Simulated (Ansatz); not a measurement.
# LaZn3P3 (P6_3/mmc): converging the G0W0 gap

Aim: see how the G0W0 gap of LaZn3P3 (P6_3/mmc) on r2SCAN moves with empty bands and screening cutoff, and what each rung costs.

Method: G0W0 on r2SCAN, plane waves, PAW; PAW set soft_1, in Ansatz 0.2.0.

## 1. The structure

It takes space group P6_3/mmc (No. 194, hexagonal). The conventional cell has a = 4.049 Å, b = 4.049 Å, c = 20.184 Å, α = 90.00°, β = 90.00°, γ = 120.00°. Nearest to La lie 6 P at 2.96 Å. Nearest to Zn lie 3 P at 2.34 Å. Zn has 4 P at 2.40 to 2.48 Å nearest. Nearest to P lie 3 Zn at 2.48 Å and 3 La at 2.96 Å. Nearest to P lie 5 Zn at 2.34 to 2.40 Å. Farther neighbours are not listed.

Coordinates:

```cif
data_structure
_symmetry_space_group_name_H-M 'P6_3/mmc'
_symmetry_Int_Tables_number 194
_cell_length_a 4.0490
_cell_length_b 4.0490
_cell_length_c 20.1838
_cell_angle_alpha 90.000
_cell_angle_beta 90.000
_cell_angle_gamma 120.000
_cell_volume 286.57
loop_
_atom_site_label
_atom_site_type_symbol
_atom_site_symmetry_multiplicity
_atom_site_Wyckoff_symbol
_atom_site_fract_x
_atom_site_fract_y
_atom_site_fract_z
_atom_site_occupancy
La1 La 2 a 0.00000 0.00000 0.50000 1
Zn1 Zn 2 d 0.66667 0.33333 0.25000 1
Zn2 Zn 4 f 0.66667 0.33333 0.63116 1
P1 P 4 f 0.66667 0.33333 0.08964 1
P2 P 2 c 0.66667 0.33333 0.75000 1
```

The cell and positions are those that the Materials Project relaxed with its own functionals (PBE, PBE+U or r2SCAN), kept fixed. Spin-orbit coupling is left out unless a step names it.

## 2. 177 empty bands, screening to 42 eV

G0W0 replaces the xc potential by the self-energy, built once from these orbitals. Only a window of levels is corrected, while the sums run over the empty bands that the input names. This step takes PAW set soft_1 files.

input.yaml reads:

```yaml
crystal:
  lattice:
    - [4.049012186, 0.0, 0.0]
    - [-2.024506093, 3.5065474133, 0.0]
    - [0.0, 0.0, 20.18381147]
  atoms:
    - { symbol: La, position: [0.0, 0.0, 0.5] }
    - { symbol: La, position: [0.0, 0.0, 0.0] }
    - { symbol: Zn, position: [0.66666667, 0.33333333, 0.25] }
    - { symbol: Zn, position: [0.33333333, 0.66666667, 0.75] }
    - { symbol: Zn, position: [0.66666667, 0.33333333, 0.63115875] }
    - { symbol: Zn, position: [0.33333333, 0.66666667, 0.36884125] }
    - { symbol: Zn, position: [0.33333333, 0.66666667, 0.13115875] }
    - { symbol: Zn, position: [0.66666667, 0.33333333, 0.86884125] }
    - { symbol: P, position: [0.66666667, 0.33333333, 0.08963959] }
    - { symbol: P, position: [0.33333333, 0.66666667, 0.91036041] }
    - { symbol: P, position: [0.33333333, 0.66666667, 0.58963959] }
    - { symbol: P, position: [0.66666667, 0.33333333, 0.41036041] }
    - { symbol: P, position: [0.66666667, 0.33333333, 0.75] }
    - { symbol: P, position: [0.33333333, 0.66666667, 0.25] }
kpoints:
  mp_grid: { grid: [6, 6, 2] }
hamiltonian:
  xc: r2scan
  pseudopotentials: { kind: paw, azcp: { folder: soft_1 } }
scf:
  occupations: { method: fixed }
gw:
  n_empty_bands: 177
  ecut_chi: 42
  qp_bands: [v4, c4]
  qp_kpoints: band_edges
  screening: { model: contour_deformation }
```

Launch:

```bash
ansatz run input.yaml --threads 3 --pin off --max-ram 92160MiB --backend cuda --events-out ev --progress --plain --runs-dir out --devices 1 --max-vram 13GiB
```

Numbers of over 12 decimals in the logs are rounded to 6 here.

Log:

```text
GPUs: using 1 of 1 available (devices: 1).
Engine: ansatz 0.2.0, x86_64-unknown-linux-gnu
Pseudopotentials: kind: paw
Pseudopotential: La, paw, valence charge 11, recommended cutoff 500 eV (meta_gga), soft_1/La.paw.azcp
Pseudopotential: Zn, paw, valence charge 12, recommended cutoff 500 eV (meta_gga), soft_1/Zn.paw.azcp
Pseudopotential: P, paw, valence charge 5, recommended cutoff 500 eV (meta_gga), soft_1/P.paw.azcp
Functional definition: r2SCAN
  parameter k0 = 0.174
  parameter k1 = 0.065
  parameter a1 = 4.9479
  exchange = r2scan_x(k0 = k0, k1 = k1, a1 = a1)
  correlation = r2scan_c
device memory: the entry about to start is reckoned to put 4.3 GiB on a device that reports 47.8 GiB free (of which the cap on the GPU budget leaves the run 13.0 GiB)
GPU FFT provider: cuFFT
GPU libraries: cuBLAS 13.8.2, cuFFT 12.4.0, cuSOLVER 12.3.4
Crystal: 14 atoms, lattice volume = 286.571 Å³
Basis set: ecut = 500 eV, 7303 PW (Γ), exchange–correlation on 120×120×600 points (64 copies of the dense FFT grid, shifted against one another)
Bands: 76, of which v1, the nominal top of the filled ones, is band 62 counted from 1 (61 counted from 0)
Symmetry: 24 space group operations
Space group: P63/mmc (ITA 194), of the structure as read, at distance tolerance 6.6e-5 Å
k-points: 14 of 72
Non-local potential: La, projectors of the file, l = 0: 3, l = 1: 2, l = 2: 2, l = 3: 3
Non-local potential: Zn, projectors of the file, l = 0: 2, l = 1: 2, l = 2: 3, l = 3: 1
Non-local potential: P, projectors of the file, l = 0: 2, l = 1: 2, l = 2: 1
PAW form: soft (Blöchl's): semilocal exchange-correlation on the pseudo side does not see the compensation charge
PAW frozen core: La, regenerated for the run's functional (the file was generated under x = pbe(κ = 0.804, μ = 0.219515), c = pbe(β = 0.066725))
PAW frozen core: Zn, regenerated for the run's functional (the file was generated under x = pbe(κ = 0.804, μ = 0.219515), c = pbe(β = 0.066725))
PAW frozen core: P, regenerated for the run's functional (the file was generated under x = pbe(κ = 0.804, μ = 0.219515), c = pbe(β = 0.066725))
PAW one-centre angular grid: La, 974 points (default); XC on 160 Gauss nodes
PAW one-centre angular grid: Zn, 590 points (default); XC on 160 Gauss nodes
PAW one-centre angular grid: P, 302 points (default); XC on 160 Gauss nodes
Initial density: superposition of atomic densities (chi_scale 0.1, normalization cell, long waves kept (reshape's long-wave potential 0.53 eV rms))
Initial wavefunctions: pseudopotential atomic-orbital guess
GPU buffer pool allocated for 135000 grid points (all kernels)
GPU transforms: local potential and band sums: pruned to the plane-wave sphere, on 30×30×150
Functional: x = r2scan, c = r2scan; τ floored in thin density (d = 2e-4 eV/Å³)
SCF iter   1: F=—  HF=-37059.460697 eV  |F-HF|=—  |Δ(HF+E_count)|=         —  Δρ=8.46e-2  dr2=1.83e2  dr2_τ=5.56e-1  ethr=3.10e-3  ⟨swp⟩=5.1  Hψ=4456  notcnv=0  defer=110
preconditioner: auto → Resta (q_TF=auto, 2.373 Å⁻¹)  ε∞=15.3  [insulator: Δε(μ)=0.000 eV  Ē_g=6.347 eV  n_scr=68 (ndim 8)  ℏωp=24.0 eV  f_vac=0.000  ε∞_Penn≈15.3]
SCF iter   2: F=—  HF=-37050.932566 eV  |F-HF|=—  |Δ(HF+E_count)|=    8.53e0  Δρ=4.96e-2  dr2=7.70e0  dr2_τ=8.06e-1  ethr=3.10e-3  ⟨swp⟩=6.5  Hψ=2885  notcnv=0  defer=154
SCF iter   3: F=—  HF=-37049.883289 eV  |F-HF|=—  |Δ(HF+E_count)|=    1.05e0  Δρ=2.53e-2  dr2=2.94e0  dr2_τ=1.91e-2  ethr=3.10e-3  ⟨swp⟩=3.3  Hψ=2252  notcnv=0  defer=149
SCF iter   4: F=—  HF=-37049.630325 eV  |F-HF|=—  |Δ(HF+E_count)|=   2.53e-1  Δρ=2.16e-2  dr2=8.92e-1  dr2_τ=1.72e-2  ethr=2.37e-3  ⟨swp⟩=3.7  Hψ=2531  notcnv=0  defer=159
SCF iter   5: F=—  HF=-37049.345228 eV  |F-HF|=—  |Δ(HF+E_count)|=   2.85e-1  Δρ=5.02e-3  dr2=2.24e-1  dr2_τ=1.99e-3  ethr=7.20e-4  ⟨swp⟩=2.1  Hψ=1953  notcnv=0  defer=161
SCF iter   6: F=—  HF=-37049.322015 eV  |F-HF|=—  |Δ(HF+E_count)|=   2.32e-2  Δρ=1.29e-3  dr2=1.40e-2  dr2_τ=1.22e-4  ethr=1.80e-4  ⟨swp⟩=5.1  Hψ=1947  notcnv=0  defer=168
SCF iter   7: F=—  HF=-37049.322153 eV  |F-HF|=—  |Δ(HF+E_count)|=   1.38e-4  Δρ=1.26e-3  dr2=6.59e-3  dr2_τ=4.72e-5  ethr=1.13e-5  ⟨swp⟩=4.1  Hψ=1938  notcnv=0  defer=168
SCF iter   8: F=—  HF=-37049.322378 eV  |F-HF|=—  |Δ(HF+E_count)|=   2.25e-4  Δρ=1.05e-3  dr2=3.60e-3  dr2_τ=2.50e-5  ethr=5.31e-6  ⟨swp⟩=2.9  Hψ=1663  notcnv=0  defer=168
SCF iter   9: F=—  HF=-37049.321161 eV  |F-HF|=—  |Δ(HF+E_count)|=   1.22e-3  Δρ=2.80e-4  dr2=8.51e-4  dr2_τ=3.73e-6  ethr=2.90e-6  ⟨swp⟩=3.2  Hψ=1925  notcnv=0  defer=165
SCF iter  10: F=—  HF=-37049.321029 eV  |F-HF|=—  |Δ(HF+E_count)|=   1.32e-4  Δρ=1.02e-4  dr2=5.92e-5  dr2_τ=3.26e-7  ethr=6.87e-7  ⟨swp⟩=4.0  Hψ=1982  notcnv=0  defer=168
SCF iter  11: F=—  HF=-37049.321025 eV  |F-HF|=—  |Δ(HF+E_count)|=   4.17e-6  Δρ=2.73e-5  dr2=6.38e-6  dr2_τ=3.42e-8  ethr=4.78e-8  ⟨swp⟩=2.2  Hψ=1776  notcnv=0  defer=164
SCF iter  12: F=—  HF=-37049.321025 eV  |F-HF|=—  |Δ(HF+E_count)|=   4.02e-7  Δρ=1.09e-5  dr2=7.35e-7  dr2_τ=9.69e-9  ethr=5.15e-9  ⟨swp⟩=2.1  Hψ=1711  notcnv=0  defer=163
SCF iter  13: F=-37049.321025 eV  HF=-37049.321025 eV  |F-HF|=2.08e-8  |Δ(HF+E_count)|=   1.68e-7  Δρ=4.00e-6  dr2=4.53e-8  dr2_τ=9.51e-10  ethr=8.06e-11  ⟨swp⟩=18.8  Hψ=7449  notcnv=0
SCF 1 converged in 13 iterations: F = -37049.321025 eV  dr2 = 4.53e-8
[...]
E_band       = 62.177071
  E_kinetic    = 1661.915087
  E_local      = -13762.637649  (includes V_loc(G=0)·N_el)
  E_nonlocal   = 5309.708226
  E_hartree    = 5309.924567
  E_xc         = -1100.002235
  E_vxc        = -1017.233531  (∫ρ·V_xc dr)
  E_paw        = -25764.755829  (= ΣΔE_a)
  E_vpaw       = -2797.901703  (= ΣTr[D̂ρ^β])
  E_aug_tail   = 0.000424  (compensation charges beyond the density's cutoff)
  E_vtau       = 48.459535  (kinetic-family band-sum trace: ∫τ·v_τ [+ j·A + Jᵃ·Aᵃ] dr)
  E_ewald      = -8701.969307
  E_core_change = -1.504309  (= ΣΔE_core)
  E_smearing   = -0.000000  (= −TS)
  E_closure    = 0.000000  (closes the sum)
  Σ components = -37049.321025   (vs F -37049.321025, Δ=0.00e0)
--- Band table (eV; the first three rows and the last of 14) ---
  k-point 0: bands = [... 58 lower, 8.4756, 8.4756, 8.6637, 8.6637, 10.0197, 10.0524, 10.3582, 10.4189, ... 10 higher]
  k-point 1: bands = [... 58 lower, 8.5749, 8.5749, 8.5749, 8.5749, 10.0361, 10.0361, 10.3783, 10.3783, ... 10 higher]
  k-point 2: bands = [... 58 lower, 7.7379, 7.9202, 8.0824, 8.2871, 9.8568, 9.8826, 10.3674, 10.7022, ... 10 higher]
  k-point 13: bands = [... 58 lower, 6.3773, 6.3773, 6.9615, 6.9615, 10.3996, 10.3996, 10.7238, 10.7238, ... 10 higher]
--- G₀W₀: contour deformation, 7 samples at zero and on the imaginary axis and 2 off it, 72 q-points, 177 empty bands' worth ---
  eigenvalues of the whole cell's RPA ε∞ on this k-mesh (on a slab, of 1 + 4πα/V) = 11.1194, 12.8405, 12.8405; static W/v taken at q = 0 is 0.077999
  bands read: the sum over 239 bands ends inside a degenerate multiplet in 9 slots, whose members it reads at an even weight; the widest, k=1: bands 237 to 240 (counted from 1) at 3/4 each
  gw.qp_kpoints: band_edges: 12 of 14 stored k-points solved, in 1 pass; an edge of the gap read off the rows below is read off those points alone
    valence top: of the k-points left out ik 13 came nearest to being solved in a further pass, in band 61 (counted from 1, as in the quasiparticle table): it holds the edge there only if its correction is more favourable than any solved in that band by at least 1.594 eV; those differ by 0.227 eV
    conduction bottom: of the k-points left out ik 12 came nearest to being solved in a further pass, in band 66 (counted from 1, as in the quasiparticle table): it holds the edge there only if its correction is more favourable than any solved in that band by at least 1.789 eV; those differ by 1.360 eV
  `?` marks the rows in doubt; gw_qp.tsv's column doubts and the gw_qp event give each row's grounds
    ik  band        ε_KS         Σx   Σc(E_QP)       V_xc       Z   E_QP_lin       E_QP  E_QP is
     0    59      8.4756   -19.6120     2.1330   -17.4376  0.7724     8.4343     8.4343  root
     0    60      8.4756   -19.6120     2.1330   -17.4376  0.7724     8.4343     8.4343  root
     0    61      8.6637   -19.9157     1.9266   -18.0807  0.7719     8.7552     8.7553  root
     0    62      8.6637   -19.9157     1.9266   -18.0807  0.7719     8.7552     8.7553  root
     0    63     10.0197    -9.6213    -3.3952   -13.6296  0.7810    10.6388    10.6328  root
     0    64     10.0524   -11.1678    -3.8723   -16.0672  0.7694    11.1015    11.0795  root
     0    65     10.3582   -12.5117    -5.1106   -19.2163  0.7396    12.0310    11.9523  root
     0    66     10.4189    -8.6227    -3.6804   -12.8331  0.7712    10.9545    10.9489  root
     1    59      8.5749   -19.7377     2.0080   -17.7657  0.7722     8.6109     8.6109  root
     1    60      8.5749   -19.7377     2.0080   -17.7657  0.7722     8.6109     8.6109  root
     1    61      8.5749   -19.7377     2.0080   -17.7657  0.7722     8.6109     8.6109  root
     1    62      8.5749   -19.7377     2.0080   -17.7657  0.7722     8.6109     8.6109  root
     1    63     10.0361   -10.3298    -3.6062   -14.7399  0.7757    10.8516    10.8399  root
     1    64     10.0361   -10.3298    -3.6062   -14.7399  0.7757    10.8516    10.8399  root
     1    65     10.3783   -11.0944    -4.6319   -16.9802  0.7506    11.6813    11.6321  root
     1    66     10.3783   -11.0944    -4.6319   -16.9802  0.7506    11.6813    11.6321  root
     2    59      7.7379   -17.9598     1.8385   -16.3085  0.7647     7.9247     7.9252  root
     2    60      7.9202   -17.2721     1.5279   -16.0640  0.7652     8.2388     8.2400  root
     2    61      8.0824   -18.9987     2.1925   -16.7795  0.7686     8.0556     8.0556  root
     2    62      8.2871   -19.2387     2.0181   -17.2878  0.7699     8.3542     8.3543  root
     2    63      9.8568   -10.0439    -4.0623   -14.9775  0.7646    10.7442    10.7280  root
     2    64      9.8826   -10.2953    -4.0809   -15.3251  0.7636    10.8511    10.8315  root
     2    65     10.3674    -9.6373    -3.9155   -14.3881  0.7684    11.2174    11.2026  root
     2    66     10.7022   -10.9231    -4.7015   -16.8620  0.7457    11.9889    11.9395  root
[...]
4    65     10.5842   -12.7894    -5.9287   -20.5608  0.7258    12.5563    12.4270  root ?
[...]
5    65     10.6440   -13.0030    -5.8987   -20.7387  0.7247    12.6107    12.4811  root ?
     5    66     10.6440   -13.0030    -5.8987   -20.7387  0.7247    12.6107    12.4811  root ?
[...]
10    63      9.7022    -9.4529    -3.7606   -13.8583  0.7702    10.3546    10.3469  root
    10    64      9.9536   -10.5999    -4.0692   -15.5621  0.7592    10.8648    10.8466  root
    10    65     10.5360   -13.0789    -5.9381   -20.9256  0.7256    12.5811    12.4446  root ?
    10    66     10.5929   -12.7020    -5.5965   -20.0915  0.7311    12.5004    12.3859  root ?
    11    59      6.6988   -17.6310     2.3985   -15.2438  0.7506     6.7101     6.7101  root
    11    60      6.6988   -17.6310     2.3985   -15.2438  0.7506     6.7101     6.7101  root
    11    61      7.3202   -17.2822     2.0517   -15.3744  0.7601     7.4638     7.4641  root
    11    62      7.3202   -17.2822     2.0517   -15.3744  0.7601     7.4638     7.4641  root
    11    63      9.8165    -9.9483    -3.8639   -14.5583  0.7660    10.5737    10.5625  root
    11    64      9.8165    -9.9483    -3.8639   -14.5583  0.7660    10.5737    10.5625  root
    11    65     10.5698   -13.0079    -5.8984   -20.7967  0.7259    12.5948    12.4602  root ?
    11    66     10.5698   -13.0079    -5.8984   -20.7967  0.7259    12.5948    12.4602  root ?
[key lines of the parts left out:]
SCF converged after 13 iterations
Free energy (F): -37049.321025 eV
Fermi energy:    8.663675 eV
```

Elapsed: 59 s, on 1 × NVIDIA H100 80GB HBM3 (shared by 6 runs) with 3 threads of AMD EPYC 7R13 (Zen 3), shared host; peak memory 2.1 GiB; 73 s of CPU time.

Reading the cycles: dr2 is the Hartree energy of the density residual (eV), the measure of convergence; HF is the Harris–Foulkes estimate of the energy, which meets the free energy F at convergence.

Numbers from this step:

```yaml
bands_summed: 239
rpa_eps_infinity_on_this_mesh_eigenvalues: 11.12, 12.84, 12.84
plane_waves_in_the_screening_matrix: 165
q_points_in_the_mesh: 72
g0w0_gap_on_the_mesh: 0.5886 eV
k_of_the_valence_top: 0, 0, 0
k_of_the_conduction_bottom: 0, -0.5, 0
starting_gap_on_the_mesh: 0.3793 eV
z_at_the_valence_top: 0.7719
z_at_the_conduction_bottom: 0.7807
least_direct_g0w0_gap_on_the_computed_points: 1.655 eV
```

The gap on the mesh goes from 0.38 eV to 0.59 eV, a correction of +0.21 eV. Between the two edge states, bare exchange in place of the xc potential would open the gap by 5.26 eV, and correlation takes back 5.05 eV.

## 3. 500 empty bands, screening to 84 eV

Another rung: the empty bands reach about as high as the screening cutoff, so the two stay in balance.

Changes to input.yaml since step 2:

```diff
@@ -28,4 +28,4 @@
 gw:
-  n_empty_bands: 177
-  ecut_chi: 42
+  n_empty_bands: 500
+  ecut_chi: 84
   qp_bands: [v4, c4]
```

Log:

```text
GPUs: using 1 of 1 available (devices: 1).
[...]
GPU FFT provider: cuFFT
GPU libraries: cuBLAS 13.8.2, cuFFT 12.4.0, cuSOLVER 12.3.4
Crystal: 14 atoms, lattice volume = 286.571 Å³
Basis set: ecut = 500 eV, 7303 PW (Γ), exchange–correlation on 120×120×600 points (64 copies of the dense FFT grid, shifted against one another)
Bands: 76, of which v1, the nominal top of the filled ones, is band 62 counted from 1 (61 counted from 0)
Symmetry: 24 space group operations
[...]
k-points: 14 of 72
[...]
GPU buffer pool allocated for 135000 grid points (all kernels)
[...]
SCF iter   1: F=—  HF=-37059.460697 eV  |F-HF|=—  |Δ(HF+E_count)|=         —  Δρ=8.46e-2  dr2=1.83e2  dr2_τ=5.56e-1  ethr=3.10e-3  ⟨swp⟩=5.1  Hψ=4456  notcnv=0  defer=110
[...]
SCF iter  13: F=-37049.321025 eV  HF=-37049.321025 eV  |F-HF|=2.08e-8  |Δ(HF+E_count)|=   1.68e-7  Δρ=4.00e-6  dr2=4.53e-8  dr2_τ=9.51e-10  ethr=8.06e-11  ⟨swp⟩=18.8  Hψ=7449  notcnv=0
SCF 1 converged in 13 iterations: F = -37049.321025 eV  dr2 = 4.53e-8
[...]
NSCF: frozen V_eff on 14 k-points
[...]
G₀W₀ screening: q 1/14
[... further progress lines ...]
SCF converged after 13 iterations
Free energy (F): -37049.321025 eV
[...]
Internal energy: -37049.321025 eV  (E = F + TS)
E sigma→0 (E₀):  -37049.321025 eV
Fermi energy:    8.663675 eV
[...]
--- Band table (eV; the first three rows and the last of 14) ---
  k-point 0: bands = [... 58 lower, 8.4756, 8.4756, 8.6637, 8.6637, 10.0197, 10.0524, 10.3582, 10.4189, ... 10 higher]
  k-point 1: bands = [... 58 lower, 8.5749, 8.5749, 8.5749, 8.5749, 10.0361, 10.0361, 10.3783, 10.3783, ... 10 higher]
  k-point 2: bands = [... 58 lower, 7.7379, 7.9202, 8.0824, 8.2871, 9.8568, 9.8826, 10.3674, 10.7022, ... 10 higher]
  k-point 13: bands = [... 58 lower, 6.3773, 6.3773, 6.9615, 6.9615, 10.3996, 10.3996, 10.7238, 10.7238, ... 10 higher]
[...]
0    59      8.4756   -19.6120     1.8852   -17.4376  0.7660     8.1854     8.1865  root
     0    60      8.4756   -19.6120     1.8852   -17.4376  0.7660     8.1854     8.1865  root
     0    61      8.6637   -19.9157     1.6616   -18.0807  0.7650     8.4900     8.4903  root
     0    62      8.6637   -19.9157     1.6616   -18.0807  0.7650     8.4900     8.4903  root
     0    63     10.0197    -9.6213    -3.7580   -13.6296  0.7772    10.2709    10.2700  root
     0    64     10.0524   -11.1678    -4.2485   -16.0672  0.7648    10.7111    10.7033  root
     0    65     10.3582   -12.5117    -5.5103   -19.2163  0.7335    11.5976    11.5525  root
     0    66     10.4189    -8.6227    -4.0333   -12.8331  0.7673    10.5966    10.5960  root
[...]
11    63      9.8165    -9.9483    -4.1872   -14.5583  0.7621    10.2426    10.2393  root
    11    64      9.8165    -9.9483    -4.1872   -14.5583  0.7621    10.2426    10.2393  root
    11    65     10.5698   -13.0079    -6.3191   -20.7967  0.7195    12.1149    12.0395  root
    11    66     10.5698   -13.0079    -6.3191   -20.7967  0.7195    12.1149    12.0395  root
```

Elapsed: 2.1 min, on 1 × NVIDIA H100 80GB HBM3 (shared by 6 runs) with 3 threads; peak memory 3.4 GiB; 3.2 min of CPU time.

Numbers from this step:

- bands summed: 562
- RPA ε∞ on this mesh (eigenvalues): 11.02, 12.74, 12.74
- plane waves in the screening matrix: 445
- q-points in the mesh: 72
- G0W0 gap on the mesh: 0.6056 eV
- k of the valence top: 0, 0, 0
- k of the conduction bottom: 0, -0.5, 0
- starting gap on the mesh: 0.3793 eV
- Z at the valence top: 0.7650
- Z at the conduction bottom: 0.7773
- least direct G0W0 gap on the computed points: 1.711 eV

Against the run with 6×6×2 mesh, 177 empty bands, screening to 42 eV, PAW set soft_1 files, the gap moves by +0.017 eV.

(Part 1 of 2 ends here.)

[Paths, hosts, dates, memory and timing lines, banners, echoed tables and standing remarks are left out of the program output.]

[Logs are printed without paths, hosts, clocks, repeated set-up lines and the standing remarks that a program may print on its own settings, such as how far it seeks lower states.]

[Runs of the session that timed out or met a known fault of the program may be left out.]

[Cells called generated may have been cut or substituted from an entry of the Crystallography Open Database or the Materials Project.]

[Hosts, paths, dates, database ids (printed as entryN), source tags and the programs' standing remarks are cut or masked in the printed files.]
